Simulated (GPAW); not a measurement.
## NaCl (Fm-3m): ε∞ against the local-field cutoff

The size of the dielectric matrix of NaCl (Fm-3m) is raised step by step, on the same bands.

Cell: a, b, c = 3.974, 3.974, 3.974 Å (primitive vectors), 2 atoms.

Method: GPAW 26.7.0, PBE, RPA, k-mesh 11×11×11, Lorentzian half width 0.15 eV.

Launch of the response step: `OMP_NUM_THREADS=1 python df.py`. The series took 1.9 min in all, its band step included, on 1 thread of Arm Neoverse V2, with other jobs on the host.

| cutoff (eV) | time of the step (s) | ε∞ |
| --- | --- | --- |
| 40 | 8 | 2.3280 |
| 60 | 11 | 2.3235 |
| 100 | 11 | 2.3207 |
| 150 | 15 | ? |

The number of plane waves grows as cutoff^(3/2); a common extrapolation takes the result as linear in its inverse.

Working, on the rows shown:

| x = cutoff^(−3/2) (eV^−3/2) | y = ε∞ |
| --- | --- |
| 0.00395285 | 2.328 |
| 0.00215166 | 2.3235 |
| 0.001 | 2.3207 |

Means: x̄ = 0.0023682, ȳ = 2.3241. Σ(x − x̄)(y − ȳ) = 1.096e-05, Σ(x − x̄)² = 4.430e-06. Slope = 1.096e-05 / 4.430e-06 = 2.474; intercept = ȳ − slope · x̄ = 2.3182. The line misses the rows shown by at most 3.1e-05.

**Question.** What does the fit predict for the withheld row, and how well does it do?

**Answer.** At x = 0.00054433 the line gives y = 2.3196. The run gave 2.3197, so the extrapolation is off by 0.00015, 1.8 % of the range in the table.

Refitted with all rows, the slope is 2.446 and the intercept 2.3183. The line reaches 2.318 at infinite cutoff, 0.1 % from the last run, while the last two runs differ by 0.04 %. ε∞ moves in steps as shells of reciprocal vectors enter, so the limit is good only to about the larger of these. The cell comes from an older database entry, whose edges can be off by a per cent or so. Excitons are left out; PBE gaps are as a rule too small. The values come from a sum over the points of one k-mesh and carry its error, which grows as the direct gap shrinks.
